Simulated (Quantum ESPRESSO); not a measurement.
# Dipole at the next field: 1T-TiO2, 1 layer

**Set-up.** Quantum ESPRESSO 7.5, PBE, GBRV ultrasoft; sawtooth field along the normal with dipole correction, ions clamped, threshold 1e-9 Ry; cell area 7.740 Å².

```
field (V/Å)  dipole (e Å a cell)
          0              0.00000
        0.1              0.01289
        0.2              0.02573
```

**Question.** What is the dipole at 0.4 V/Å, and what electrostatic thickness 4πα/A follows from the rows?

By hand: The slope is (0.02573 − (0.00000))/0.2 = 0.1286 e Å²/V, so 4πα/A = 180.95 × 0.1286/7.740 = 3.01 Å. Linear response gives p = 0.00000 + 0.1286 × (0.4) = 0.05146 e Å; a parabola through the three rows gives 0.05126.

**The withheld run.** p = 0.05153 e Å. The line misses by 0.1 % of the induced dipole and the parabola by 0.5 %. The response is linear over this range.

**Limits.** Electrons alone respond; local and semilocal functionals tend to overscreen.

[Logs are printed without paths, hosts, clocks, repeated set-up lines and the standing remarks that a program may print on its own settings, such as how far it seeks lower states.]
